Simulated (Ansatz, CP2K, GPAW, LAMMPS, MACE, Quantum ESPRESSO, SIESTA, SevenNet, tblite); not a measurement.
# Glassy 94B2O3-6CaO (mol %) (77 atoms) in other programs, against a plane-wave reference

Aim: run glassy 94B2O3-6CaO (mol %) (77 atoms) in several programs and set results and cost side by side. A plane-wave run serves as the reference.

Calculated with Quantum ESPRESSO 7.5; Kohn-Sham DFT, PBE, SSSP efficiency 1.3.0 pseudopotentials, plane waves.

## Step 1: The starting structure

The cell holds 77 atoms: 30 B, 1 Ca and 46 O. Cell: a = 9.702 Å, b = 9.702 Å, c = 9.702 Å, α = 90.0°, β = 90.0°, γ = 90.0°. 77 atoms (30 B, 1 Ca, 46 O) placed at random at 1.98 g/cm³, melted at 3000 K for 20 ps at fixed volume with the Buckingham and Coulomb pair potential of Guillot and Sator (Geochim. Cosmochim. Acta 71, 1249 (2007)) with the boron terms of Wang et al. (J. Non-Cryst. Solids 498, 294 (2018)). Quenched from 3000 K to 300 K at 20 K/ps and fixed volume, held 10 ps at zero pressure.

## Step 2: Plane-wave reference

pw.in

```
&control
  calculation = 'scf'
  pseudo_dir = './pseudo'
  outdir = './tmp'
  disk_io = 'none'
  tprnfor = .true.
  tstress = .true.
/
&system
  ibrav = 0
  nat = 77
  ntyp = 3
  ecutwfc = 60
  ecutrho = 480
  nosym = .true.
  occupations = 'smearing'
  smearing = 'fd'
  degauss = 0.003675
/
&electrons
  conv_thr = 3.9e-07
  electron_maxstep = 100
  mixing_beta = 0.4
  mixing_mode = 'plain'
  diagonalization = 'david'
/
ATOMIC_SPECIES
B 10.810 B.upf
Ca 40.078 Ca.upf
O 15.999 O.upf
CELL_PARAMETERS angstrom
9.70233 0.00000 0.00000
0.00000 9.70233 0.00000
0.00000 0.00000 9.70233
ATOMIC_POSITIONS crystal
B 0.38380 0.99389 0.66768
B 0.08100 0.78393 0.31849
B 0.68578 0.23300 0.96657
B 0.16672 0.73058 0.95723
B 0.54484 0.40302 0.79511
B 0.89829 0.08098 0.02465
B 0.75292 0.53594 0.50329
B 0.27041 0.99053 0.98567
B 0.49932 0.23990 0.57352
B 0.32178 0.55883 0.79250
B 0.84099 0.67855 0.21627
B 0.28293 0.61694 0.27110
[... 61 atom lines left out ...]
O 0.92698 0.31627 0.24022
O 0.94427 0.74773 0.28735
O 0.00275 0.12194 0.11749
O 0.38805 0.61493 0.37438
K_POINTS gamma
```

The run is started by

```
$ OMP_NUM_THREADS=1 mpirun -np 2 pw.x -in pw.in > output.txt
```

Log:

```text
Program PWSCF
     gamma-point specific algorithms are used
     Parallelization info
     sticks:   dense  smooth     PW     G-vecs:    dense   smooth      PW
     Min        6411    3208    802               547249   193492   24242
     Max        6414    3209    803               547254   193495   24247
     Sum       12825    6417   1605              1094503   386987   48489
     bravais-lattice index     =            0
     lattice parameter (alat)  =      18.3347  a.u.
     unit-cell volume          =    6163.4621 (a.u.)^3
     number of atoms/cell      =           77
     number of atomic types    =            3
     number of electrons       =       376.00
     number of Kohn-Sham states=          226
     kinetic-energy cutoff     =      60.0000  Ry
[... lines left out ...]
     scf convergence threshold =      3.9E-07
[... lines left out ...]
     number of k points=     1  Fermi-Dirac smearing, width (Ry)=  0.0037
[... lines left out ...]
     total energy              =   -2186.27637967 Ry
[... lines left out ...]
     total energy              =   -2189.36371654 Ry
[... lines left out ...]
     total energy              =   -2189.35133141 Ry
[... lines left out ...]
     total energy              =   -2189.38306183 Ry
[... lines left out ...]
     total energy              =   -2189.38306213 Ry
[... lines left out ...]
   -38.0080 -19.6262 -19.2295 -19.0946 -18.9217 -18.7300 -18.6836 -18.4835
   -18.3991 -18.3326 -18.2476 -18.1808 -18.1006 -18.0106 -17.9581 -17.9195
   -17.7783 -17.7719 -17.7041 -17.6532 -17.6323 -17.5407 -17.4369 -17.3515
[...]
8.2721   8.3485   8.4655   8.5363   8.6678   8.6934   8.7556   8.8362
     8.9040   8.9613   9.1068   9.1932   9.2360   9.3615   9.4723   9.5927
     9.7382   9.8824
     the Fermi energy is     4.2711 ev
!    total energy              =   -2189.38306237 Ry
     estimated scf accuracy    <       0.00000007 Ry
     smearing contrib. (-TS)   =      -0.00000000 Ry
     internal energy E=F+TS    =   -2189.38306237 Ry
     The total energy is F=E-TS. E is the sum of the following terms:
     one-electron contribution =   -1073.27185087 Ry
     hartree contribution      =     712.23032433 Ry
     xc contribution           =    -444.50185052 Ry
     ewald contribution        =    -947.12313906 Ry
     one-center paw contrib.   =    -436.71654625 Ry
     convergence has been achieved in  11 iterations
     Forces acting on atoms (cartesian axes, Ry/au):
     atom    1 type  1   force =     0.06282960    0.00135195   -0.00278461
     atom    2 type  1   force =    -0.00129257   -0.08477055   -0.04113488
     atom    3 type  1   force =    -0.03820035   -0.05636176   -0.00495995
[...]
atom   76 type  3   force =     0.00909193   -0.07139877   -0.04709302
     atom   77 type  3   force =     0.02750132   -0.00840476   -0.03906318
     Total force =     0.557073     Total SCF correction =     0.000349
     Computing stress (Cartesian axis) and pressure
          total   stress  (Ry/bohr**3)                   (kbar)     P=      -96.90
  -0.00063177   0.00005887  -0.00030195          -92.94        8.66      -44.42
   0.00005887  -0.00089854  -0.00003163            8.66     -132.18       -4.65
  -0.00030195  -0.00003163  -0.00044581          -44.42       -4.65      -65.58
     Message from routine punch:
     Nothing written, as per user request (disk_io='none')
```

Elapsed: 2.3 min, on 2 MPI ranks of Arm Neoverse V2, shared host; peak memory 2.2 GiB; 4.6 min of CPU time.

Banners, paths, timers and routine set-up lines are dropped from the logs unmarked, and long logs keep their key lines alone; longer cuts are marked.

Numbers from this run:

* r.m.s. force component: 0.9424 eV/Å
* longest force: 4.225 eV/Å
* pressure: -9.69 GPa
* gap (highest filled to lowest empty level): 3.852 eV

## Step 3: Local order

g(r), total and by pair (bins of 0.2 Å):

```tsv
r (Å)	total	O-O	O-B	O-Ca	B-B	B-Ca	Ca-Ca
1.30	3.37	0.00	7.25	0.00	0.00	0.00	0.00
1.50	2.33	0.00	5.02	0.00	0.00	0.00	0.00
1.70	0.00	0.00	0.00	0.00	0.00	0.00	0.00
1.90	0.00	0.00	0.00	0.00	0.00	0.00	0.00
2.10	0.00	0.00	0.00	0.00	0.00	0.00	0.00
2.30	0.72	1.84	0.10	1.40	0.00	0.00	0.00
2.50	1.54	3.67	0.17	5.01	0.51	0.00	0.00
2.70	0.70	0.10	0.04	0.00	4.04	3.39	0.00
2.90	0.58	0.77	0.35	2.80	0.60	1.37	0.00
3.10	0.72	0.82	0.74	0.00	0.34	3.60	0.00
3.30	0.95	0.88	1.01	0.69	0.96	1.06	0.00
3.50	1.08	0.59	1.69	0.00	0.52	0.00	0.00
3.70	1.67	0.79	2.56	1.74	0.95	1.75	0.00
3.90	1.10	0.93	1.28	0.50	1.11	0.00	0.00
4.10	0.88	0.88	0.83	1.43	0.96	0.73	0.00
4.30	1.03	1.25	0.81	0.84	1.21	1.26	0.00
4.50	1.21	1.54	0.86	1.53	1.48	0.62	0.00
4.70	1.10	1.45	0.82	1.08	1.21	0.00	0.00
```

## Step 4: What was run beside it

The programs:
- CP2K 2026.2: Gaussian basis with GTH pseudopotentials and a plane-wave density; labels give functional, basis (MOLOPT sets; SR short-range, UZH the newer set with its own potentials), grid cutoff/relative cutoff and solver (OT: orbital transformation; TRS4, TC2, SIGN: linear-scaling purification with its sparsity filter), or its built-in tight binding.
- GPAW 26.7.0: PAW with atomic orbitals (LCAO), plane waves or a real-space grid of spacing h.
- MACE: machine-learned potential, published weights.
- Quantum ESPRESSO 7.5: plane waves; labels (QE) give functional, pseudopotential set and cutoffs of waves/density.
- SIESTA 5.4.2: numerical atomic orbitals, whose automatically made sets are far from complete, with PseudoDojo norm-conserving potentials that we converted to its format (checked against plane waves on the same files for H, C, O, Si, Ge and Ca alone); labels give functional, basis size, energy shift and mesh cutoff.
- SevenNet: machine-learned potential, published weights.
- tblite 0.8.0: extended tight binding, driven from Python.

All use the same cell and atoms; the electronic-structure runs use the same k-mesh, and an electronic temperature of 580 K (0.05 eV) where levels are smeared.

Differences are against the plane-wave reference, forces as r.m.s. over components; share is that over the reference's r.m.s. force, slope the least-squares factor from reference forces to these. Total energies of different programs have different zeros and aren't compared.

```tsv
run	Δ force, r.m.s. (meV/Å)	share (%)	slope	Δ pressure (GPa)	Δ gap (eV)	cores	CPU time	memory (GiB)
reference	-	-	-	-	-	2	4.6 min	2.2
CP2K PBE, DZVP-MOLOPT-SR, 600/50 Ry, TRS4 filter 1e-06, SCF 1e-06	109	11.6	1.009	2.00	-	4	2.2 min	2.1
CP2K PBE, DZVP-MOLOPT-SR, 600/50 Ry, diagonalisation	89.6	9.51	1.028	2.03	-0.108	4	2.9 min	3.1
CP2K PBE, DZVP-UZH, 600/50 Ry, diagonalisation	92.2	9.78	1.028	1.83	-0.0904	4	3.6 min	3.1
CP2K PBE, SZV-MOLOPT-SR, 600/50 Ry, diagonalisation (coarse)	606	64.3	1.043	20.4	-0.668	1	96 s	2.1
GPAW PBE, LCAO dzp, h 0.18 Å	154	16.4	1.027	-	-0.131	1	89 s	0.99
GPAW PBE, LCAO szp(dzp), h 0.18 Å (coarse)	416	44.2	1.014	-	-0.574	1	63 s	0.94
MACE MP-0b2 small potential	151	16.1	0.891	0.623	-	1	5.8 s	0.67
MACE MP-0b3 medium potential	121	12.8	0.911	0.889	-	1	7 s	1.1
QE PBE+D3(BJ), sssp-1.3.0-efficiency, 60/480 Ry	5.68	0.603	1.000	-1.23	0	2	4.7 min	2.3
SIESTA PBE, DZP, shift 0.01 Ry, mesh 200 Ry	108	11.5	1.022	1.72	-0.109	2	77 s	0.85
SIESTA PBE, DZP, shift 0.01 Ry, mesh 500 Ry	108	11.4	1.022	1.75	-0.109	2	4.3 min	2.0
SIESTA PBE, SZ, shift 0.01 Ry, mesh 500 Ry (coarse)	699	74.2	0.956	20.9	-0.820	1	86 s	0.91
SIESTA PBE, SZ, shift 0.02 Ry, mesh 500 Ry (coarse)	630	66.8	0.979	17.5	-0.827	1	66 s	0.79
SIESTA PBE, SZP, shift 0.01 Ry, mesh 500 Ry (coarse)	442	46.9	1.019	12.3	-0.524	2	3.8 min	1.9
SevenNet l3i5 potential	74.1	7.86	0.962	0.596	-	1	8.9 s	1.6
tblite GFN1-xTB	287	30.4	0.808	0.944	-	1	2.6 s	0.11
tblite GFN2-xTB	304	32.2	0.768	-1.48	-	1	5.7 s	0.11
```

Rows marked coarse were listed beforehand as settings not expected to be converged; some can still land near the reference.

Times of the machine-learned potentials are mostly Python's start and the loading of weights.

CPU time is summed over cores on a shared host, where runs went side by side, so it is rough. Symmetry, cutoffs, thresholds, outputs and thread counts weren't matched or tuned between programs; memory under MPI is the largest rank's times the ranks.

Runs without a result: CP2K GFN1-xTB, diagonalisation (not converged, the SCF not settling); SIESTA PBE, SZ, shift 0.02 Ry, mesh 500 Ry, order-N, radius 3.5 Å, eta -3.14 eV (stopped at the start: stopping program Stopping Program from Node:    1); CP2K HSE06 with ADMM, PBE0 potentials, DZVP-UZH, 600/50 Ry, OT DIIS (cut off at its time limit of 48 min); SIESTA PBE, SZ, shift 0.02 Ry, mesh 500 Ry, order-N, radius 4.5 Å, eta -3.14 eV (stopped at the start: stopping program Stopping Program from Node:    1).

Mean charges by element (e), by run and scheme:

```tsv
run	scheme	B	Ca	O
CP2K PBE, DZVP-MOLOPT-SR, 600/50 Ry, TRS4 filter 1e-06, SCF 1e-06	Mulliken	+0.31	+1.12	-0.23
CP2K PBE, DZVP-MOLOPT-SR, 600/50 Ry, diagonalisation	Mulliken	+0.31	+1.11	-0.23
CP2K PBE, DZVP-UZH, 600/50 Ry, diagonalisation	Mulliken	+0.41	+1.32	-0.30
SIESTA PBE, DZP, shift 0.01 Ry, mesh 200 Ry	Hirshfeld	+0.24	+0.52	-0.17
SIESTA PBE, DZP, shift 0.01 Ry, mesh 500 Ry	Hirshfeld	+0.24	+0.52	-0.17
tblite GFN1-xTB	Mulliken	+0.68	+0.44	-0.45
tblite GFN2-xTB	Mulliken	+0.64	+0.56	-0.43
```

Within one program, basis, potentials and functional, energies share a zero. Each run against its twin at the usual cutoff or grid and solver:

```tsv
run	twin	Δ energy (meV/atom)	Δ force, r.m.s. (meV/Å)	CPU time over the twin's
CP2K PBE, DZVP-MOLOPT-SR, 600/50 Ry, TRS4 filter 1e-06, SCF 1e-06	DZVP-MOLOPT-SR, 600/50 Ry, diagonalisation	0.175	64.6	0.76
SIESTA PBE, DZP, shift 0.01 Ry, mesh 200 Ry	DZP, shift 0.01 Ry, mesh 500 Ry	2.00	4.94	0.30
```

## Step 5: Summary of results

- reference r.m.s. force component: 0.942 eV/Å
- nearest in forces: QE PBE+D3(BJ), sssp-1.3.0-efficiency, 60/480 Ry, 0.60 %
- farthest in forces: SIESTA PBE, SZ, shift 0.01 Ry, mesh 500 Ry (coarse), 74 %
- cheapest electronic-structure run beside the reference: tblite GFN1-xTB, 2.6 s of CPU time

The PBE runs in local orbitals, coarse settings apart, differ by 9.5 % (CP2K PBE, DZVP-MOLOPT-SR, 600/50 Ry, diagonalisation) to 16 % (GPAW PBE, LCAO dzp, h 0.18 Å); basis, grid and potentials can all enter. Tight binding differs by 30 % (tblite GFN1-xTB) to 32 % (tblite GFN2-xTB); it is another model, with fitted parameters of its own, and the xTB methods hold dispersion. Machine-learned potentials differ by 7.9 % (SevenNet l3i5 potential) to 16 % (MACE MP-0b2 small potential); they were trained on other programs' data. In the reference's own program, potentials and cutoffs, a change of model alone moves forces by 0.60 % (QE PBE+D3(BJ), sssp-1.3.0-efficiency, 60/480 Ry). Runs with settings chosen to be coarse differ by 44 % (GPAW PBE, LCAO szp(dzp), h 0.18 Å) to 74 % (SIESTA PBE, SZ, shift 0.01 Ry, mesh 500 Ry), their programs' other errors included. Of the electronic-structure runs that take under half the reference's CPU time, SIESTA PBE, DZP, shift 0.01 Ry, mesh 200 Ry is among the nearest, at 11 % in 77 s against 4.6 min; its pressure misses by +1.7 GPa. At the same functional, gaps differ from the reference's 3.85 eV by between -0.83 and -0.09 eV. In pressure, SIESTA PBE, SZ, shift 0.01 Ry, mesh 500 Ry misses by +20.9 GPa, at the same functional. Charges hang on model, scheme and program or settings: among these rows the mean for Ca runs from +0.44 to +1.32 e. In the reference: filled and empty levels are parted by 3.85 eV (on the run's k-points); a semilocal functional tends to put such gaps too low. In a disordered cell it changes from sample to sample, and tail or defect levels can set it. Periodic xTB results under one method name differ between programs and library versions. The reference's pressure holds the uncorrected Pulay stress of its 60 Ry basis, so small pressure differences, and their order, may be the reference's own error. Machine-learned potentials mimic data converged in k, so the reference's own k-point error enters their differences. The quench rate of 20 K/ps is many orders above laboratory rates, so the cell is likely richer in defects and strain than a real sample. The network of bonds at the start is that of the classical potential that made the cell, and needn't be the one that DFT or experiment would give. The reference's stress is far from hydrostatic: its diagonal is -9.3, -13.2, -6.6 GPa, compression counted positive. The electronic-structure runs sample only Γ, in a cell whose shortest periodic width is 10 Å.

[Also dropped from logs without a mark: logging warnings of Python, and SIESTA's first energy breakdown and zero terms.]

[Logs are printed without paths, hosts, clocks, repeated set-up lines and the standing remarks that a program may print on its own settings, such as how far it seeks lower states.]

[Hosts, paths, dates, database ids (printed as entryN), source tags and the programs' standing remarks are cut or masked in the printed files.]
